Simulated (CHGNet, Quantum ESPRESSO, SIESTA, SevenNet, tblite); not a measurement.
# Bulk modulus two ways: a static frame of glassy nearly rigid carbon from 5000 K (123 atoms), QE, PBE

The cell holds 123 atoms (123 C). Recipe: 123 atoms (123 C) placed at random at 1.8 g/cm³, melted at 6000 K for 10 ps at fixed volume with the LCBOP (Los and Fasolino, Phys. Rev. B 68, 024107 (2003)). Snapshot at the end of a hold of 5 ps at 5000 K and fixed volume. Then the atoms were relaxed with SevenNet 0 in the fixed cell.

Calculated with Quantum ESPRESSO 7.5: PBE; plane waves, SSSP efficiency, 45/360 Ry; k-points Γ. The cell is scaled evenly by ±3 % in volume, and SevenNet 0 relaxes the atoms at each volume before the single point.

| volume (Å³/atom) | energy less the middle row's (meV/atom) | pressure (GPa) |
| --- | --- | --- |
| 10.742 | -10.568 | -3.154 |
| 11.074 | 0.000 | -7.477 |
| 11.406 | 19.488 | -11.248 |

**Question.** Find the bulk modulus at the middle volume from the pressures and from the energies, and check the printed pressure against the slope of the energy (1 meV/Å³ = 0.16022 GPa).

Worked:

The step is h = 0.3322 Å³. From pressures: B = −V dP/dV = 11.074 × (-3.154 − (-11.248)) / (2 × 0.3322) = 135 GPa.

From energies: B = V d²E/dV² = 11.074 × (-10.568 + (19.488)) / 0.3322² = 895.0 meV/Å³ = 143 GPa.

Slope: P = −dE/dV = −(19.488 − (-10.568)) / (2 × 0.3322) = -45.2 meV/Å³ = -7.25 GPa, against -7.48 GPa printed.

The two moduli agree within 6 %.

A central difference over ±3 % overstates P by about B(1 + B′)(0.03)²/6, some 0.10 GPa for B′ = 4. The atoms follow SevenNet 0, so this level's forces do work along the path, which enters the energies but not the printed pressures. A stress printed at a finite cutoff holds the number of plane waves fixed and tends to come out low, which is the sign found here.

Limits: three points, a static cell at zero temperature, the cell shape held; the modulus is that at -7.5 GPa, not at zero pressure.

[Hosts, paths, dates, database ids (printed as entryN), source tags and the programs' standing remarks are cut or masked in the printed files.]
